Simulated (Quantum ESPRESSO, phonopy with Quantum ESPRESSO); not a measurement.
# Grüneisen parameters and expansion of Al (Fm-3m), part 6 of 7

Wanted: mode Grüneisen parameters of Al and a free-energy fit over volumes.

Measurements to reproduce:
- volume expansion coefficient 69 1e-6/K and heat capacity C_P per formula unit 24.2 J/mol/K near room temperature (given in “High-Throughput Prediction of Finite-Temperature Properties using the Quasi-Harmonic Approximation”, 2016, arXiv:1603.06924)

Quantum ESPRESSO 7.5; DFT LDA, scalar-relativistic, plane waves, GBRV ultrasoft pseudopotentials.

So far. Step 12 (Lattice dynamics at this volume, V/V0 0.985): The time given is that of the one pw.x run on a displaced cell behind this step. Step 13 (Self-consistent run, V/V0 1.03): The run ends at a pressure of -2.32 GPa.

## Step 14: A displaced supercell

One atom (for the harmonic constants) or a pair of atoms (for the cubic ones) is moved by a few hundredths of an ångström; the forces on all atoms give a column of force constants. The threshold is tight because the forces are small.

System of this step: Al. It takes space group Imm2 (No. 44, orthorhombic). Conventional cell: a = 8.533 Å, b = 12.068 Å, c = 8.533 Å, α = 90.00°, β = 90.00°, γ = 90.00°. Nearest to Al lie 12 Al at 2.82 to 2.86 Å. Nearest to Al lie 12 Al at 2.82 to 2.84 Å. Nearest to Al lie 12 Al at 2.84 to 2.86 Å. Nearest to Al lie 12 Al at 2.83 to 2.84 Å. Al has 12 Al at 2.84 Å nearest. Nearest to Al lie 12 Al at 2.84 to 2.85 Å.

Contents of disp-00001.in:

```
&CONTROL
  calculation = 'scf'
  prefix      = 'x'
  outdir      = './tmp'
  pseudo_dir  = './pseudo'
  tprnfor     = .true.
  disk_io     = 'none'
/
&SYSTEM
  ibrav       = 0
  nat         = 27
  ntyp        = 1
  ecutwfc     = 40.0
  ecutrho     = 240.0
  occupations = 'smearing'
  smearing    = 'mv'
  degauss     = 0.02
/
&ELECTRONS
  conv_thr         = 1.0d-11
  mixing_beta      = 0.7
  electron_maxstep = 100
/
ATOMIC_SPECIES
 Al     26.9815  Al.upf
CELL_PARAMETERS angstrom
     0.000000000    6.033948925    6.033948925
     6.033948925    0.000000000    6.033948925
     6.033948925    6.033948925    0.000000000
ATOMIC_POSITIONS crystal
 Al     0.002343761   0.000000000   0.000000000
 Al     0.333333333   0.000000000   0.000000000
 Al     0.666666667   0.000000000   0.000000000
 Al     0.000000000   0.333333333   0.000000000
 Al     0.333333333   0.333333333   0.000000000
 Al     0.666666667   0.333333333   0.000000000
 Al     0.000000000   0.666666667   0.000000000
 Al     0.333333333   0.666666667   0.000000000
 Al     0.666666667   0.666666667   0.000000000
 Al     0.000000000   0.000000000   0.333333333
 Al     0.333333333   0.000000000   0.333333333
 Al     0.666666667   0.000000000   0.333333333
 Al     0.000000000   0.333333333   0.333333333
 Al     0.333333333   0.333333333   0.333333333
 Al     0.666666667   0.333333333   0.333333333
 Al     0.000000000   0.666666667   0.333333333
 Al     0.333333333   0.666666667   0.333333333
 Al     0.666666667   0.666666667   0.333333333
 Al     0.000000000   0.000000000   0.666666667
 Al     0.333333333   0.000000000   0.666666667
 Al     0.666666667   0.000000000   0.666666667
 Al     0.000000000   0.333333333   0.666666667
 Al     0.333333333   0.333333333   0.666666667
 Al     0.666666667   0.333333333   0.666666667
 Al     0.000000000   0.666666667   0.666666667
 Al     0.333333333   0.666666667   0.666666667
 Al     0.666666667   0.666666667   0.666666667
K_POINTS automatic
 5 5 5 0 0 0
```

The run is started by

```sh
OMP_NUM_THREADS=1 mpirun -n 8 pw.x -nk 8 -in disp-00001.in > disp-00001.out
```

The program printed:

```text
[banner, memory and clock lines left out]
Program PWSCF v.7.5

     Message from routine setup:
     using ibrav=0 with symmetry is DISCOURAGED, use correct ibrav instead

     G-vector sticks info

     bravais-lattice index     =            0
     lattice parameter (alat)  =      16.1256  a.u.
     unit-cell volume          =    2965.0463 (a.u.)^3
     number of atoms/cell      =           27
     number of atomic types    =            1
[...]
atom    2 type  1   force =     0.00000000    0.00071343    0.00071343
     atom    3 type  1   force =    -0.00000000    0.00065044    0.00065044
[...]
atom   26 type  1   force =     0.00000512    0.00000994    0.00000994
     atom   27 type  1   force =     0.00000224   -0.00001387   -0.00001387

     Total force =     0.003931     Total SCF correction =     0.000004
     Message from routine punch:
     Nothing written, as per user request (disk_io='none')
[key lines of the parts left out:]
!    total energy              =    -179.39022784 Ry
the Fermi energy is     7.9273 ev
convergence has been achieved in  13 iterations
```

It took 2 min on 8 MPI ranks of Intel Xeon Platinum 8488C (Sapphire Rapids), shared host.

## Step 15: Lattice dynamics at this volume, V/V0 1.03

This step: DFT LDA, scalar-relativistic, plane waves, GBRV ultrasoft pseudopotentials (phonopy with Quantum ESPRESSO 4.10.0 / 7.5).

Wall time 2 min (8 threads).

Phonopy, no LO-TO term. Phonon branches along the path, in cm⁻¹:

```
    point  branch 1  branch 2  branch 3
        Γ         0         0         0
  halfway       127       127       228
        X       183       183       304
  halfway       183       203       297
        U       179       242       278
jump to K       179       242       278
  halfway       116       153       241
        Γ         0         0         0
  halfway       101       101       222
        L       150       150       318
  halfway       170       209       294
        W       206       255       255
  halfway       195       208       291
        X       183       183       304
```

The phonon branches as a text plot (rows in cm⁻¹):

```
    311 |                                       *****
    298 |          ******                      *     **       ***
    285 |         *      **                            *     *
    271 |                  *****                        *  **
    258 |       **         *                 **          **
    245 |                 *     *                       *  *
    232 |     **         *  **                         *    *
    218 |               *                   *
    205 |              *                              *  *****
    192 |             *       ** **                  *  *    ***
    179 |    *     ********                *           *        *
    165 |         *        *                        ***
    152 |       **          **  *               *****
    139 |                     **   **          *
    126 |  ** **                         **  **
    112 |                       ***
     99 |    *                              *
     86 |                        **
     73 |  **                      ***     *
     60 | *                        **   *
     46 |                                **
     33 | *                          *
     20 |                               *
      7 |*                            **
         Γ           X  U|K            Γ         L        W     X
```

No mode is imaginary beyond numerical noise along the path.

The time given is that of the one pw.x run on a displaced cell behind this step.

## Step 16: Ground state at this cell, V/V0 0.97

A tight ground state at this cell gives the energy of this member; its pressure is the stress at this cutoff, which can carry an offset from the finite basis.

This step: DFT LDA, scalar-relativistic, plane waves, GBRV ultrasoft pseudopotentials (Quantum ESPRESSO 7.5).

System of this step: Al. The structure is cubic, space group Fm-3m (No. 225). The conventional cell has a = 3.943 Å, b = 3.943 Å, c = 3.943 Å, α = 90.00°, β = 90.00°, γ = 90.00°. Nearest to Al lie 12 Al at 2.79 Å.

Contents of scf.in:

```
&CONTROL
  calculation = 'scf'
  prefix      = 'x'
  outdir      = './tmp'
  pseudo_dir  = './pseudo'
  tprnfor     = .true.
  tstress     = .true.
/
&SYSTEM
  ibrav       = 0
  nat         = 1
  ntyp        = 1
  ecutwfc     = 40.0
  ecutrho     = 240.0
  occupations = 'smearing'
  smearing    = 'mv'
  degauss     = 0.02
/
&ELECTRONS
  conv_thr         = 1.0d-12
  mixing_beta      = 0.7
  electron_maxstep = 100
/
ATOMIC_SPECIES
 Al     26.9815  Al.upf
CELL_PARAMETERS angstrom
     0.000000000    1.971477742    1.971477742
     1.971477742    0.000000000    1.971477742
     1.971477742    1.971477742    0.000000000
ATOMIC_POSITIONS crystal
 Al     0.000000000   0.000000000   0.000000000
K_POINTS automatic
 16 16 16 0 0 0
```

The run is started by

```sh
OMP_NUM_THREADS=1 mpirun -n 8 pw.x -nk 8 -in scf.in > scf.out
```

The program printed:

```text
[banner, memory and clock lines left out]
Program PWSCF v.7.5

     Message from routine setup:
     using ibrav=0 with symmetry is DISCOURAGED, use correct ibrav instead

     G-vector sticks info

     bravais-lattice index     =            0
     lattice parameter (alat)  =       5.2687  a.u.
     unit-cell volume          =     103.4195 (a.u.)^3
     number of atoms/cell      =            1
     number of atomic types    =            1
[...]
Total force =     0.000000     Total SCF correction =     0.000000

     Computing stress (Cartesian axis) and pressure

          total   stress  (Ry/bohr**3)                   (kbar)     P=       27.56
   0.00018738  -0.00000000  -0.00000000           27.56       -0.00       -0.00
  -0.00000000   0.00018738   0.00000000           -0.00       27.56        0.00
  -0.00000000  -0.00000000   0.00018738           -0.00       -0.00       27.56

     XML data file, charge density, pseudopotentials, collected wavefunctions
[key lines of the parts left out:]
!    total energy              =      -6.64435363 Ry
the Fermi energy is     8.5078 ev
convergence has been achieved in   7 iterations
```

Wall time 1.9 s (8 MPI ranks); 14 s of CPU time.

The run ends at a pressure of 2.76 GPa.

## Step 17: A displaced supercell

One atom (for the harmonic constants) or a pair of atoms (for the cubic ones) is moved by a few hundredths of an ångström; the forces on all atoms give a column of force constants. The threshold is tight because the forces are small.

System of this step: Al. It takes space group Imm2 (No. 44, orthorhombic). Conventional cell: a = 8.364 Å, b = 11.829 Å, c = 8.364 Å, α = 90.00°, β = 90.00°, γ = 90.00°. Nearest to Al lie 12 Al at 2.77 to 2.81 Å. Nearest to Al lie 12 Al at 2.77 to 2.79 Å. Nearest to Al lie 12 Al at 2.79 to 2.81 Å. Nearest to Al lie 12 Al at 2.78 to 2.79 Å. Nearest to Al lie 12 Al at 2.79 Å. Nearest to Al lie 12 Al at 2.79 to 2.80 Å.

Changes to disp-00001.in since step 14:

```diff
@@ -26,7 +26,7 @@
 CELL_PARAMETERS angstrom
-     0.000000000    6.033948925    6.033948925
-     6.033948925    0.000000000    6.033948925
-     6.033948925    6.033948925    0.000000000
+     0.000000000    5.914433225    5.914433225
+     5.914433225    0.000000000    5.914433225
+     5.914433225    5.914433225    0.000000000
 ATOMIC_POSITIONS crystal
- Al     0.002343761   0.000000000   0.000000000
+ Al     0.002391123   0.000000000   0.000000000
  Al     0.333333333   0.000000000   0.000000000
```

The run is started by

```sh
OMP_NUM_THREADS=1 mpirun -n 8 pw.x -nk 8 -in disp-00001.in > disp-00001.out
```

The program printed:

```text
[banner, memory and clock lines left out]
Program PWSCF v.7.5

     Message from routine setup:
     using ibrav=0 with symmetry is DISCOURAGED, use correct ibrav instead

     G-vector sticks info

     bravais-lattice index     =            0
     lattice parameter (alat)  =      15.8062  a.u.
     unit-cell volume          =    2792.3252 (a.u.)^3
     number of atoms/cell      =           27
     number of atomic types    =            1
[...]
atom    2 type  1   force =    -0.00000000    0.00089827    0.00089827
     atom    3 type  1   force =     0.00000000    0.00082708    0.00082708
[...]
atom   26 type  1   force =     0.00000238    0.00000584    0.00000584
     atom   27 type  1   force =     0.00000306   -0.00001073   -0.00001073

     Total force =     0.005029     Total SCF correction =     0.000003
     Message from routine punch:
     Nothing written, as per user request (disk_io='none')
[key lines of the parts left out:]
!    total energy              =    -179.38967023 Ry
the Fermi energy is     8.5715 ev
convergence has been achieved in  12 iterations
```

It took 69 s on 8 MPI ranks.

## Step 18: Lattice dynamics at this volume, V/V0 0.97

This step: DFT LDA, scalar-relativistic, plane waves, GBRV ultrasoft pseudopotentials (phonopy with Quantum ESPRESSO 4.10.0 / 7.5).

Run time: 69 s. Hardware: 8 threads.

Phonopy, no LO-TO term. Phonon branches along the path, in cm⁻¹:

```
    point  branch 1  branch 2  branch 3
        Γ         0         0         0
  halfway       148       148       257
        X       214       214       344
  halfway       212       234       337
        U       205       275       314
jump to K       205       275       314
  halfway       132       175       272
        Γ         0         0         0
  halfway       115       115       250
        L       168       168       356
  halfway       192       236       332
        W       234       289       289
  halfway       224       239       329
        X       214       214       344
```

The phonon branches as a text plot (rows in cm⁻¹):

```
    349 |            **                         ******          *
    334 |          **  **                      *      *      ***
    319 |         *      **                            *    *
    304 |                  *****                        *  *
    290 |       **         *                 **          **
    275 |                 *     *                       *  *
    260 |     **         *  **                         *    *
    245 |               *                   *                *
    230 |              *         **                   *  ******
    215 |          ******     **                     *  *     ***
    200 |    *    *      ***               *           *
    186 |                   **                      ***
    171 |       **              *               *****
    156 |                     **   **          *
    141 |  ** **                         **  **
    126 |                       ***
    111 |    *                              *
     97 |                        **        *
     82 |  **                      ***
     67 | *                        **   ***
     52 |
     37 | *                          *  *
     22 |
      7 |*                            **
         Γ           X  U|K            Γ         L        W     X
```

No mode is imaginary beyond numerical noise along the path.

The time given is that of the one pw.x run on a displaced cell behind this step.

## Step 19: Self-consistent run, V/V0 1.05

A tight ground state at this cell gives the energy of this member; its pressure is the stress at this cutoff, which can carry an offset from the finite basis.

This step: DFT LDA, scalar-relativistic, plane waves, GBRV ultrasoft pseudopotentials (Quantum ESPRESSO 7.5).

System of this step: Al. It takes space group Fm-3m (No. 225, cubic). Conventional cell: a = 4.049 Å, b = 4.049 Å, c = 4.049 Å, α = 90.00°, β = 90.00°, γ = 90.00°. Al has 12 Al at 2.86 Å nearest.

Changes to scf.in since step 16:

```diff
@@ -26,5 +26,5 @@
 CELL_PARAMETERS angstrom
-     0.000000000    1.971477742    1.971477742
-     1.971477742    0.000000000    1.971477742
-     1.971477742    1.971477742    0.000000000
+     0.000000000    2.024251174    2.024251174
+     2.024251174    0.000000000    2.024251174
+     2.024251174    2.024251174    0.000000000
 ATOMIC_POSITIONS crystal
```

The run is started by

```sh
OMP_NUM_THREADS=1 mpirun -n 8 pw.x -nk 8 -in scf.in > scf.out
```

The program printed:

```text
[banner, memory and clock lines left out]
Program PWSCF v.7.5

     Message from routine setup:
     using ibrav=0 with symmetry is DISCOURAGED, use correct ibrav instead

     G-vector sticks info

     bravais-lattice index     =            0
     lattice parameter (alat)  =       5.4098  a.u.
     unit-cell volume          =     111.9489 (a.u.)^3
     number of atoms/cell      =            1
     number of atomic types    =            1
[...]
Total force =     0.000000     Total SCF correction =     0.000000

     Computing stress (Cartesian axis) and pressure

          total   stress  (Ry/bohr**3)                   (kbar)     P=      -36.57
  -0.00024859   0.00000000  -0.00000000          -36.57        0.00       -0.00
   0.00000000  -0.00024859  -0.00000000            0.00      -36.57       -0.00
  -0.00000000  -0.00000000  -0.00024859           -0.00       -0.00      -36.57

     XML data file, charge density, pseudopotentials, collected wavefunctions
[key lines of the parts left out:]
!    total energy              =      -6.64395432 Ry
the Fermi energy is     7.6659 ev
convergence has been achieved in   7 iterations
```

Run time: 2 s. Hardware: 8 MPI ranks; 14 s of CPU time.

The run ends at a pressure of -3.66 GPa.

## Step 20: A displaced supercell

One atom (for the harmonic constants) or a pair of atoms (for the cubic ones) is moved by a few hundredths of an ångström; the forces on all atoms give a column of force constants. The threshold is tight because the forces are small.

System of this step: Al. It takes space group Imm2 (No. 44, orthorhombic). The conventional cell has a = 8.588 Å, b = 12.146 Å, c = 8.588 Å, α = 90.00°, β = 90.00°, γ = 90.00°. Nearest to Al lie 12 Al at 2.84 to 2.88 Å. Al has 12 Al at 2.84 to 2.86 Å nearest. Nearest to Al lie 12 Al at 2.86 to 2.88 Å. Nearest to Al lie 12 Al at 2.85 to 2.86 Å. Nearest to Al lie 12 Al at 2.86 Å. Al has 12 Al at 2.86 to 2.87 Å nearest.

Changes to disp-00001.in since step 17:

```diff
@@ -26,7 +26,7 @@
 CELL_PARAMETERS angstrom
-     0.000000000    5.914433225    5.914433225
-     5.914433225    0.000000000    5.914433225
-     5.914433225    5.914433225    0.000000000
+     0.000000000    6.072753521    6.072753521
+     6.072753521    0.000000000    6.072753521
+     6.072753521    6.072753521    0.000000000
 ATOMIC_POSITIONS crystal
- Al     0.002391123   0.000000000   0.000000000
+ Al     0.002328785   0.000000000   0.000000000
  Al     0.333333333   0.000000000   0.000000000
```

The run is started by

```sh
OMP_NUM_THREADS=1 mpirun -n 8 pw.x -nk 8 -in disp-00001.in > disp-00001.out
```

The program printed:

```text
[banner, memory and clock lines left out]
Program PWSCF v.7.5

     Message from routine setup:
     using ibrav=0 with symmetry is DISCOURAGED, use correct ibrav instead

     G-vector sticks info

     bravais-lattice index     =            0
     lattice parameter (alat)  =      16.2293  a.u.
     unit-cell volume          =    3022.6201 (a.u.)^3
     number of atoms/cell      =           27
     number of atomic types    =            1
[...]
atom    2 type  1   force =     0.00000000    0.00066090    0.00066090
     atom    3 type  1   force =     0.00000000    0.00059618    0.00059618
[...]
atom   26 type  1   force =     0.00000162    0.00001220    0.00001220
     atom   27 type  1   force =     0.00000312   -0.00001401   -0.00001401

     Total force =     0.003609     Total SCF correction =     0.000003
     Message from routine punch:
     Nothing written, as per user request (disk_io='none')
[key lines of the parts left out:]
!    total energy              =    -179.37842242 Ry
the Fermi energy is     7.7266 ev
convergence has been achieved in  13 iterations
```

Run time: 1.9 min. Hardware: 8 MPI ranks.

## Step 21: Phonons, V/V0 1.05

This step: DFT LDA, scalar-relativistic, plane waves, GBRV ultrasoft pseudopotentials (phonopy with Quantum ESPRESSO 4.10.0 / 7.5).

Wall time 1.9 min (8 threads).

No mode is imaginary beyond numerical noise along the path.

The time given is that of the one pw.x run on a displaced cell behind this step.

(Part 6 of 7 ends here.)

[Logs are printed without paths, hosts, clocks, repeated set-up lines and the standing remarks that a program may print on its own settings, such as how far it seeks lower states.]

[Hosts, paths, dates, database ids (printed as entryN), source tags and the programs' standing remarks are cut or masked in the printed files.]

[A step with changed settings may run another functional than the one named; its input shows which.]

[Of the runs on displaced cells, only some may be shown.]
